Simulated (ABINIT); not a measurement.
**LaAlS3 (Pm-3m): zone-centre phonons**

Aim: the zone-centre modes of LaAlS3 (Pm-3m).

Main program and level: ABINIT 10.8.3; DFT PBE, scalar-relativistic, plane waves, SPMS norm-conserving pseudopotentials.

Report form: the programs' logs are mostly left out.

The structure was built from a prototype and need not be the compound's stable phase.

**1. Starting point**

It takes space group Pm-3m (No. 221, cubic). The conventional cell has a = 4.617 Å, b = 4.617 Å, c = 4.617 Å, α = 90.00°, β = 90.00°, γ = 90.00°. Nearest to La lie 12 S at 3.26 Å. Al has 6 S at 2.31 Å nearest. Nearest to S lie 2 Al at 2.31 Å and 4 La at 3.26 Å. Farther neighbours and most contacts between anions are not listed.

**2. A first look**

A first run with smearing and empty bands tells whether the crystal has a gap, which decides between fixed occupations and smearing later on.

probe.abi

```
# ground state
tolvrs 1.0d-08
prtden 1
prtwf 1

# basis, mesh and filling
ecut 30.0
ngkpt 4 4 4
nshiftk 1
shiftk 0.0 0.0 0.0
istwfk *1
occopt 7
tsmear 0.005
nband 24
nstep 100
diemac 9.0
prtebands 0
prtgsr 0
useylm 1

# cell and atoms
acell 8.725243463 8.725243463 8.725243463
rprim 
    1.0 0.0 0.0
    0.0 1.0 0.0
    0.0 0.0 1.0
ntypat 3
znucl 57 13 16
natom 5
typat 1 2 3 3 3
xred 
    0.0 0.0 0.0
    0.5 0.5 0.5
    0.5 0.5 0.0
    0.5 0.0 0.5
    0.0 0.5 0.5
pp_dirpath "./pseudo"
pseudos "La.psp8, Al.psp8, S.psp8"
```

The run is started by

```bash
$ OMP_NUM_THREADS=1 mpirun -n 4 abinit probe.abi > probe.log
```

Wall time 55 s (4 MPI ranks of Intel Xeon at 2.70GHz, shared host); 3.6 min of CPU time.

Numbers from this step:

* volume per atom: 19.69 Å³
* pressure: 3.740 GPa
* gap on the k-mesh: 0 eV

No gap opens on this mesh, so smearing is kept; the printed pressure holds the stress of the finite basis too.

**3. Rough relaxation**

The typed start is rough, so a first relaxation with smearing and loose thresholds takes it towards rest cheaply.

prerelax.abi

```
# relaxation
ionmov 2
optcell 2
dilatmx 1.15
chkdilatmx 0
ntime 40
tolmxf 3.0d-04
tolvrs 1.0d-10
prtwf 0
prtden 0
chksymtnons 0

# basis, mesh and filling
ecut 31.0
ecutsm 3.0
ngkpt 4 4 4
nshiftk 1
shiftk 0.0 0.0 0.0
istwfk *1
occopt 7
tsmear 0.005
nband 24
nstep 100
diemac 1000000.0
prtebands 0
prtgsr 0
useylm 1

# cell and atoms
acell 8.725243463 8.725243463 8.725243463
rprim 
    1.0 0.0 0.0
    0.0 1.0 0.0
    0.0 0.0 1.0
ntypat 3
znucl 57 13 16
natom 5
typat 1 2 3 3 3
xred 
    0.0 0.0 0.0
    0.5 0.5 0.5
    0.5 0.5 0.0
    0.5 0.0 0.5
    0.0 0.5 0.5
pp_dirpath "./pseudo"
pseudos "La.psp8, Al.psp8, S.psp8"
```

The run is started by

```bash
$ OMP_NUM_THREADS=1 mpirun -n 4 abinit prerelax.abi > prerelax.log
```

The job ended after 3.8 min (4 MPI ranks).

Relaxation path:

| step | energy less that of the first step (eV) | largest force (eV/Å) | volume (Å³) |
| --- | --- | --- | --- |
| 1 | 0.0000 | 0.0000 | 98.43 |
| 2 | -0.0224 | 0.0000 | 99.56 |
| 3 | -0.0460 | 0.0000 | 102.37 |
| 4 | -0.0461 | 0.0000 | 102.51 |

| conventional cell, symmetrised | before | after | change |
| --- | --- | --- | --- |
| a (Å) | 4.617 | 4.680 | +1.4 % |
| b (Å) | 4.617 | 4.680 | +1.4 % |
| c (Å) | 4.617 | 4.680 | +1.4 % |
| volume (Å³/atom) | 19.69 | 20.50 | +4.1 % |

Final coordinates:

```xyz
5
Lattice="4.6801 0.0000 0.0000 0.0000 4.6801 0.0000 0.0000 0.0000 4.6801" Properties=species:S:1:pos:R:3 pbc="T T T"
La    0.0000    0.0000    0.0000
Al    2.3401    2.3401    2.3401
S     2.3401    2.3401    0.0000
S     2.3401    0.0000    2.3401
S     0.0000    2.3401    2.3401
```

Read from the output:

| Property | Result |
| --- | --- |
| volume per atom | 20.50 Å³ |
| pressure | 0.004406 GPa |

The volume changes by +4.1 % in this run and stands +4.1 % from the first cell.

**4. Relaxing the cell and atoms**

The harmonic expansion needs vanishing forces, and a free crystal bears no stress, so cell and atoms are brought to rest. Stress is more sensitive to the basis than forces are: the last 3 Ha under the cutoff are smoothed with ecutsm, and the cutoff is raised above that of the later runs.

relax.abi

```
# relaxation
ionmov 2
optcell 2
dilatmx 1.08
ntime 40
tolmxf 1.0d-05
tolvrs 1.0d-14
prtwf 0
prtden 0
chksymtnons 0

# basis, mesh and filling
ecut 38.0
ecutsm 3.0
ngkpt 6 6 6
nshiftk 1
shiftk 0.0 0.0 0.0
istwfk *1
occopt 7
tsmear 0.01
nband 24
nstep 100
diemac 1000000.0
prtebands 0
prtgsr 0
useylm 1

# cell and atoms
acell 8.844184454 8.844184454 8.844184454
rprim 
    1.0 0.0 0.0
    0.0 1.0 0.0
    0.0 0.0 1.0
ntypat 3
znucl 57 13 16
natom 5
typat 1 2 3 3 3
xred 
    0.0 0.0 0.0
    0.5 0.5 0.5
    0.5 0.5 0.0
    0.5 0.0 0.5
    0.0 0.5 0.5
pp_dirpath "./pseudo"
pseudos "La.psp8, Al.psp8, S.psp8"
```

The run is started by

```bash
$ OMP_NUM_THREADS=1 mpirun -n 4 abinit relax.abi > relax.log
```

It took 7.7 min on 4 MPI ranks; 31 min of CPU time.

Little changed from the start: no atom moved by 0.005 Å and no cell edge by 0.1 %.

This step gave:

```
volume per atom : 20.49 Å³
pressure        : 5.04e-5 GPa
```

The volume changes by -0.1 % in this run and stands +4.1 % from the first cell.

**5. Self-consistent run for the response**

The response is built on these wavefunctions, so the potential is converged far more tightly than an energy would need. Smearing stays on, as the first look found no gap above 0.3 eV.

gs.abi

```
# ground state
tolvrs 1.0d-16
prtden 1
prtwf 1

# basis, mesh and filling
ecut 30.0
ngkpt 6 6 6
nshiftk 1
shiftk 0.0 0.0 0.0
istwfk *1
occopt 7
tsmear 0.01
nband 24
nstep 100
diemac 1000000.0
prtebands 0
prtgsr 0
useylm 1

# cell and atoms
acell 8.841866717 8.841866717 8.841866717
rprim 
    1.0 0.0 0.0
    0.0 1.0 0.0
    0.0 0.0 1.0
ntypat 3
znucl 57 13 16
natom 5
typat 1 2 3 3 3
xred 
    0.0 0.0 0.0
    0.5 0.5 0.5
    0.5 0.5 0.0
    0.5 0.0 0.5
    0.0 0.5 0.5
pp_dirpath "./pseudo"
pseudos "La.psp8, Al.psp8, S.psp8"
```

The run is started by

```bash
$ OMP_NUM_THREADS=1 mpirun -n 4 abinit gs.abi > gs.log
```

Wall time 3.2 min (4 MPI ranks); 13 min of CPU time.

This step gave:

```
pressure : -0.001503 GPa
```

The cell stands at -0.0015 GPa, close enough for phonons.

**6. Zone-centre response**

At q = 0 one unit cell holds all displacements. The response is solved for single atoms along the cell's directions, and symmetry skips those that follow from others. The crystal is treated as a metal, which screens a static field, so no field response is asked.

dfpt_gamma.abi

```

# common to the responses
getwfk_filepath "gso_WFK"
kptopt 2
nqpt 1
qpt 0.0 0.0 0.0
asr 0
chneut 0

# displacements
rfphon 1
rfatpol 1 5
rfdir 1 1 1
tolvrs 1.0d-10
prtwf 0

# basis, mesh and filling
ecut 30.0
ngkpt 6 6 6
nshiftk 1
shiftk 0.0 0.0 0.0
istwfk *1
occopt 7
tsmear 0.01
nband 24
nstep 100
diemac 1000000.0
prtebands 0
prtgsr 0
useylm 1

# cell and atoms
acell 8.841866717 8.841866717 8.841866717
rprim 
    1.0 0.0 0.0
    0.0 1.0 0.0
    0.0 0.0 1.0
ntypat 3
znucl 57 13 16
natom 5
typat 1 2 3 3 3
xred 
    0.0 0.0 0.0
    0.5 0.5 0.5
    0.5 0.5 0.0
    0.5 0.0 0.5
    0.0 0.5 0.5
pp_dirpath "./pseudo"
pseudos "La.psp8, Al.psp8, S.psp8"
```

The run is started by

```bash
$ OMP_NUM_THREADS=1 mpirun -n 4 abinit dfpt_gamma.abi > dfpt_gamma.log
```

It took 16 min on 4 MPI ranks; 63 min of CPU time.

Read from the output:

* largest acoustic frequency at the zone centre before the sum rule: -3.72 cm⁻¹
* highest optical zone-centre mode (no LO-TO term): 402.0 cm⁻¹
* lowest optical zone-centre mode: -89.17 cm⁻¹

The acoustic modes at Γ come out as far as 3.7 cm⁻¹ from zero, where they should vanish, a small numerical error. The lowest optical mode is imaginary, 89i cm⁻¹, an instability at this level and on this k mesh.

**7. Modes with the sum rule**

anaddb reads the merged derivatives and imposes the acoustic sum rule.

anaddb.abi

```
ddb_filepath "gamma_DDB"
output_file "anaddb.abo"
outdata_prefix "anaddb"
asr 1
chneut 1
enunit 2
eivec 1
nph1l 1
qph1l 0.0 0.0 0.0 1.0
```

mrgddb.in

```
gamma_DDB
merged
2
dfpt_gammao_DDB
gso_DDB
```

The run is started by

```bash
$ mrgddb < mrgddb.in > mrgddb.log
$ OMP_NUM_THREADS=1 anaddb anaddb.abi > anaddb.log
```

Elapsed: 0.72 s, on 1 thread.

Numbers from this step:

| Property | Result |
| --- | --- |
| lowest optical zone-centre mode | -89 cm⁻¹ |

No LO-TO term; unit eigenvectors of the mass-weighted matrix, from anaddb's displacements. Modes at Γ, with each element's share of the kinetic energy (negative means imaginary):

| mode | frequency (cm⁻¹) | symmetry | La % | Al % | S % |
| --- | --- | --- | --- | --- | --- |
| 1 | -89.0 | T2u | 0 | 0 | 100 |
| 2 | -89.0 | T2u | 0 | 0 | 100 |
| 3 | -89.0 | T2u | 0 | 0 | 100 |
| 4 | -85.0 | T1u | 40 | 0 | 60 |
| 5 | -85.0 | T1u | 40 | 0 | 60 |
| 6 | -85.0 | T1u | 40 | 0 | 60 |
| 7 | 0.0 | acoustic | 53 | 10 | 37 |
| 8 | 0.0 | acoustic | 53 | 10 | 37 |
| 9 | 0.0 | acoustic | 53 | 10 | 37 |
| 10 | 108.2 | T1u | 7 | 54 | 39 |
| 11 | 108.2 | T1u | 7 | 54 | 39 |
| 12 | 108.2 | T1u | 7 | 54 | 39 |
| 13 | 402.0 | T1u | 0 | 35 | 65 |
| 14 | 402.0 | T1u | 0 | 35 | 65 |
| 15 | 402.0 | T1u | 0 | 35 | 65 |

Displacements in mode 1 (-89.0 cm⁻¹), the largest set to 1:
```
La1  0.00  0.00  0.00
Al2  0.00  0.00  0.00
S3   0.00  0.00  0.00
S4   0.00  0.00  1.00
S5   0.00  0.00 -1.00
```

Displacements in mode 13 (402.0 cm⁻¹), the largest set to 1:
```
La1  0.00  0.00  0.00
Al2  0.00  0.00  0.82
S3   0.00  0.00 -1.00
S4   0.00  0.00  0.15
S5   0.00  0.00  0.15
```

The rule moves no optical mode by more than 0.2 cm⁻¹.

**8. Sum rules set otherwise (asr 0)**

Without the rule the raw error of the acoustic modes shows.

anaddb.abi: that of step 7 with these lines changed.

```diff
@@ -3,4 +3,4 @@
 outdata_prefix "anaddb"
-asr 1
-chneut 1
+asr 0
+chneut 0
 enunit 2
```

mrgddb.in is that of step 7.

Wall time 0.74 s (1 thread).

Read from the output:

```
lowest optical zone-centre mode : -89.17 cm⁻¹
```

Zone-centre frequencies as printed; negative means imaginary. Modes:

| mode | frequency (cm⁻¹) |
| --- | --- |
| 1 | -89.17 |
| 2 | -89.17 |
| 3 | -89.17 |
| 4 | -85.08 |
| 5 | -85.08 |
| 6 | -85.08 |
| 7 | -3.72 |
| 8 | -3.72 |
| 9 | -3.72 |
| 10 | 108.1 |
| 11 | 108.1 |
| 12 | 108.1 |
| 13 | 402 |
| 14 | 402 |
| 15 | 402 |

**9. Self-consistent run for the response**

Scaled from the time of the run at Γ, the full q mesh would overrun the time at hand on this k mesh, so the ground state is made again on a coarser one.

gs.abi: that of step 5 with these lines changed.

```diff
@@ -7,3 +7,3 @@
 ecut 30.0
-ngkpt 6 6 6
+ngkpt 4 4 4
 nshiftk 1
```

The run is started by

```bash
$ OMP_NUM_THREADS=1 mpirun -n 4 abinit gs.abi > gs.log
```

The job ended after 89 s (4 MPI ranks; 5.9 min of CPU time).

This step gave:

```
pressure : 0.06864 GPa
```

**10. Zone-centre response**

The zone centre is solved again, so that all wavevectors share one k mesh.

dfpt_gamma.abi: that of step 6 with these lines changed.

```diff
@@ -18,3 +18,3 @@
 ecut 30.0
-ngkpt 6 6 6
+ngkpt 4 4 4
 nshiftk 1
```

The run is started by

```bash
$ OMP_NUM_THREADS=1 mpirun -n 4 abinit dfpt_gamma.abi > dfpt_gamma.log
```

Run time: 7.3 min. Hardware: 4 MPI ranks; 29 min of CPU time.

Numbers from this step:

* largest acoustic frequency at the zone centre before the sum rule: -7.86 cm⁻¹
* highest optical zone-centre mode (no LO-TO term): 405.8 cm⁻¹
* lowest optical zone-centre mode: -87.01 cm⁻¹

The acoustic modes at Γ come out as far as 7.9 cm⁻¹ from zero, where they should vanish, a small numerical error. The lowest optical mode is imaginary, 87i cm⁻¹, an instability at this level and on this k mesh.

**11. Outcome**

* space group after relaxation: Pm-3m
* volume per atom: 20.5 Å³
* highest optical zone-centre mode (no LO-TO term): 402.0 cm⁻¹
* lowest optical zone-centre mode: -89 cm⁻¹
* imaginary optical modes at the zone centre (no q mesh in this session): yes

At the PBE level the optical modes of LaAlS3 (Pm-3m) at the zone centre run from 89i to 402 cm⁻¹, so the structure is a saddle point, with 6 modes beyond 10i cm⁻¹ there. These are harmonic frequencies at zero temperature: anharmonic shifts and linewidths and thermal expansion are left out. Spin-orbit coupling is left out, which can matter for the heavy elements here. In a metal the frequencies hang on the k mesh and the smearing, most of all near Kohn anomalies. A run on a mesh of wavevectors was begun and cut off at its time limit; it is not shown, and nothing is said of wavevectors that it left out. The structure is a hypothetical one, built on a prototype.

[Host names and launcher messages were left out of these logs when they were recorded.]

[Logs are printed without paths, hosts, clocks, repeated set-up lines and the standing remarks that a program may print on its own settings, such as how far it seeks lower states.]

[Hosts, paths, dates, database ids (printed as entryN), source tags and the programs' standing remarks are cut or masked in the printed files.]
